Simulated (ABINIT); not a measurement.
# CsPbCl3 (Pm-3m): G0W0 in ABINIT against the bands in the self-energy, part 2 of 2

Wanted: the cheapest bands in the self-energy that holds the gap of CsPbCl3 (Pm-3m).

ABINIT 10.8.3; PBE and many-body steps on it, plane waves. Known limits of the many-body steps: not at the basis limit; exchange with frozen shells missing; no spin-orbit coupling; coarse k mesh.

So far. Step 2 (Screening, 2×2×2 mesh, 547 bands, screening to 217.7 eV): Local fields lower ε∞ by 13 %. On a Γ-centred mesh this coarse the value itself is usually too large, while a short band sum pulls it down.

### Step 6. 154 bands

Level of this step: G0W0 on PBE, plane waves, norm-conserving pseudopotentials (ABINIT).

The self-energy is evaluated for the states that the input lists, and the levels follow from it, in one-shot runs by the linearised quasiparticle equation.

Contents of run.abi:

```
acell 3*1.0 Angstrom
rprim 
  5.605000000000 0.000000000000 0.000000000000
  0.000000000000 5.605000000000 0.000000000000
  0.000000000000 0.000000000000 5.605000000000
ntypat 3
znucl 55 82 17
natom 5
typat 1 2 3 3 3
xred 
  0.000000000000 0.000000000000 0.000000000000
  0.500000000000 0.500000000000 0.500000000000
  0.500000000000 0.500000000000 0.000000000000
  0.000000000000 0.500000000000 0.500000000000
  0.500000000000 0.000000000000 0.500000000000
pp_dirpath "pseudos"
pseudos "Cs.upf, Pb.upf, Cl.upf"
ecut 25
ngkpt 2 2 2
nshiftk 1
shiftk 0 0 0
kptopt 1
chksymbreak 0
istwfk *1
occopt 1
irdwfk 1
optdriver 4
nband 154
gwcalctyp 0
ecutsigx 25
symsigma 1
nkptgw 2
kptgw 
  0.5000000000 0.5000000000 0.5000000000
  0.0000000000 0.0000000000 0.0000000000
bdgw 
  19 25
  20 25
ecuteps 8
irdscr 1
ppmodel 1
indata_prefix "in"
outdata_prefix "out"
tmpdata_prefix "tmp"
```

Launch:

```bash
$ OMP_NUM_THREADS=1 mpirun -n 8 abinit run.abi > log
```

Log:

```text
.Version 10.8.3 of ABINIT. v10.8.2 released Aug 2026.

 Symmetries : space group Pm -3 m (#221); Bravais cP (primitive cubic)
[... echo of the input left out ...]
== DATASET  1 ==================================================================
-   mpi_nproc: 8, omp_nthreads: 1 (-1 if OMP is not activated)

--- !DatasetInfo
iteration_state: {dtset: 1, }
dimensions: {natom: 5, nkpt: 4, mband: 154, nsppol: 1, nspinor: 1, nspden: 1, mpw: 7123, }
cutoff_energies: {ecut:  25.0, pawecutdg:  -1.0, }
[...]
Band     E0 <VxcDFT>   SigX SigC(E0)      Z dSigC/dE  Sig(E)    E-E0       E
[...]
24   6.319  -6.633  -2.877  -3.179   0.842  -0.188  -6.147   0.486   6.804
       25   6.319  -6.633  -2.877  -3.179   0.842  -0.188  -6.147   0.486   6.804

== END DATASET(S) ==============================================================
================================================================================

 -outvars: echo values of variables after computation  --------
           etotal      0.0000000000E+00
            nband         154
             nkpt           4
          spgroup         221
 [... the other variables as echoed above ...]

 Calculation completed.
```

Wall time 59 s (8 MPI ranks of AMD EPYC 9R45, shared host); peak memory 5.6 GiB.

Numbers from this step:

```
G0W0 gap on the points computed              : 3.071 eV
starting gap on the mesh                     : 1.933 eV
k of the valence top                         : 0.5, 0.5, 0.5
k of the conduction bottom                   : 0.5, 0.5, 0.5
least direct G0W0 gap on the computed points : 3.071 eV
```

The gap on the mesh goes from 1.93 eV to 3.07 eV, a correction of +1.14 eV.

### Step 7. 329 bands

run.abi, as its differences from that of step 6:

```diff
@@ -27,3 +27,3 @@
 optdriver 4
-nband 154
+nband 329
 gwcalctyp 0
```

Log:

```text
.Version 10.8.3 of ABINIT. v10.8.2 released Aug 2026.

 Symmetries : space group Pm -3 m (#221); Bravais cP (primitive cubic)
[... echo of the input left out ...]
== DATASET  1 ==================================================================
-   mpi_nproc: 8, omp_nthreads: 1 (-1 if OMP is not activated)

--- !DatasetInfo
iteration_state: {dtset: 1, }
dimensions: {natom: 5, nkpt: 4, mband: 329, nsppol: 1, nspinor: 1, nspden: 1, mpw: 7123, }
cutoff_energies: {ecut:  25.0, pawecutdg:  -1.0, }
[...]
Band     E0 <VxcDFT>   SigX SigC(E0)      Z dSigC/dE  Sig(E)    E-E0       E
[...]
24   6.319  -6.633  -2.877  -3.317   0.840  -0.190  -6.264   0.369   6.687
       25   6.319  -6.633  -2.877  -3.317   0.840  -0.190  -6.264   0.369   6.687

== END DATASET(S) ==============================================================
================================================================================

 -outvars: echo values of variables after computation  --------
           etotal      0.0000000000E+00
            nband         329
             nkpt           4
          spgroup         221
 [... the other variables as echoed above ...]

 Calculation completed.
```

It took 1.9 min on 8 MPI ranks; peak memory 6.3 GiB; 16 min of CPU time.

This step gave:

```
G0W0 gap on the points computed              : 3.201 eV
starting gap on the mesh                     : 1.933 eV
k of the valence top                         : 0.5, 0.5, 0.5
k of the conduction bottom                   : 0.5, 0.5, 0.5
least direct G0W0 gap on the computed points : 3.201 eV
```

Against the run before, the gap moves by +0.130 eV.

### Step 8. 547 bands

run.abi, as its differences from that of step 7:

```diff
@@ -27,3 +27,3 @@
 optdriver 4
-nband 329
+nband 547
 gwcalctyp 0
```

Log:

```text
.Version 10.8.3 of ABINIT. v10.8.2 released Aug 2026.

 Symmetries : space group Pm -3 m (#221); Bravais cP (primitive cubic)
[... echo of the input left out ...]
== DATASET  1 ==================================================================
-   mpi_nproc: 8, omp_nthreads: 1 (-1 if OMP is not activated)

--- !DatasetInfo
iteration_state: {dtset: 1, }
dimensions: {natom: 5, nkpt: 4, mband: 547, nsppol: 1, nspinor: 1, nspden: 1, mpw: 7123, }
cutoff_energies: {ecut:  25.0, pawecutdg:  -1.0, }
[...]
Band     E0 <VxcDFT>   SigX SigC(E0)      Z dSigC/dE  Sig(E)    E-E0       E
[...]
24   6.319  -6.633  -2.877  -3.357   0.840  -0.190  -6.298   0.335   6.654
       25   6.319  -6.633  -2.877  -3.357   0.840  -0.190  -6.298   0.335   6.654

== END DATASET(S) ==============================================================
================================================================================

 -outvars: echo values of variables after computation  --------
           etotal      0.0000000000E+00
            nband         547
             nkpt           4
          spgroup         221
 [... the other variables as echoed above ...]

 Calculation completed.
```

Elapsed: 2.8 min, on 8 MPI ranks; peak memory 7.3 GiB; 22 min of CPU time.

Numbers from this step:

* G0W0 gap on the points computed: 3.255 eV
* starting gap on the mesh: 1.933 eV
* k of the valence top: 0.5, 0.5, 0.5
* k of the conduction bottom: 0.5, 0.5, 0.5
* least direct G0W0 gap on the computed points: 3.255 eV

Against the run before, the gap moves by +0.054 eV.

### Step 9. Side by side

Times are wall times on 8 MPI ranks of AMD EPYC 9R45, shared host, good to a factor of about two. A run's time includes the screening step that it read.

| run | mesh | bands | screening cutoff (eV) | DFT gap (eV) | gap on the mesh (eV) | direct (eV) | ε∞ used | time |
| --- | --- | --- | --- | --- | --- | --- | --- | --- |
| 30 bands | 2×2×2 | 30 | 217.7 | 1.933 | 2.736 | 2.736 | 7.21 | 85 s |
| 38 bands | 2×2×2 | 38 | 217.7 | 1.933 | 2.667 | 2.667 | 7.21 | 87 s |
| 69 bands | 2×2×2 | 69 | 217.7 | 1.933 | 2.862 | 2.862 | 7.21 | 98 s |
| 154 bands | 2×2×2 | 154 | 217.7 | 1.933 | 3.071 | 3.071 | 7.21 | 2.1 min |
| 329 bands | 2×2×2 | 329 | 217.7 | 1.933 | 3.201 | 3.201 | 7.21 | 3.1 min |
| 547 bands | 2×2×2 | 547 | 217.7 | 1.933 | 3.255 | 3.255 | 7.21 | 3.9 min |

### Step 10. Summary of results

- 30 bands: 2.736 eV
- 38 bands: 2.667 eV
- 69 bands: 2.862 eV
- 154 bands: 3.071 eV
- 329 bands: 3.201 eV
- 547 bands: 3.255 eV
- known limits: not at the basis limit; exchange with frozen shells missing; no spin-orbit coupling; coarse k mesh

What this shows: The setting moved: bands in the self-energy. From 30 bands to 547 bands the gap moves by +0.52 eV, for 2.8 times the time, not steadily: it passes through 2.67 eV. The last step still moves it by +0.054 eV. Bands and screening cutoff are coupled, so a series along one setting does not show full convergence. Bands and cutoff are finite, so the gap is not at the basis limit. The miss can reach some tenths of an eV and take either sign; the mesh is an error of its own. In the G0W0 runs levels were corrected at 2 k points alone, so a gap called «on the mesh» is the least over those, and an edge elsewhere would be missed. The 2×2×2 mesh is coarse for this cell, which bears on the long-range parts of exchange and screening. Where an edge is built on 6p states of lead, bismuth or thallium, scalar-relativistic gaps usually stand too wide, by a few tenths to over one eV. This is the ideal cubic cell; many perovskites, halides above all, are cubic only on average, and local tilts or off-centring can widen the gap. The norm-conserving file of at least one element keeps a d shell over frozen s and p shells of the same row. Exchange with those shells is missing from the self-energy, an error of 0.3 to 0.9 eV in cases checked, whose sign depends on which edge lies on those atoms. The many-body steps are scalar-relativistic: spin-orbit coupling is not in them.

[Paths, hosts, dates, memory and timing lines, banners, echoed tables and standing remarks are left out of the program output.]

[Logs are printed without paths, hosts, clocks, repeated set-up lines and the standing remarks that a program may print on its own settings, such as how far it seeks lower states.]

[Runs of the session that timed out or met a known fault of the program may be left out.]

[Hosts, paths, dates, database ids (printed as entryN), source tags and the programs' standing remarks are cut or masked in the printed files.]

[G0W0 gaps are taken among the corrected bands and points alone; a level outside them can change the order at an edge.]

[Where Ansatz stands beside ABINIT at settings called matched, ABINIT's density can come from a denser mesh and the files from another edition; pairs whose starting gaps differed by over 0.03 eV were left out, so agreement reads better than it is.]
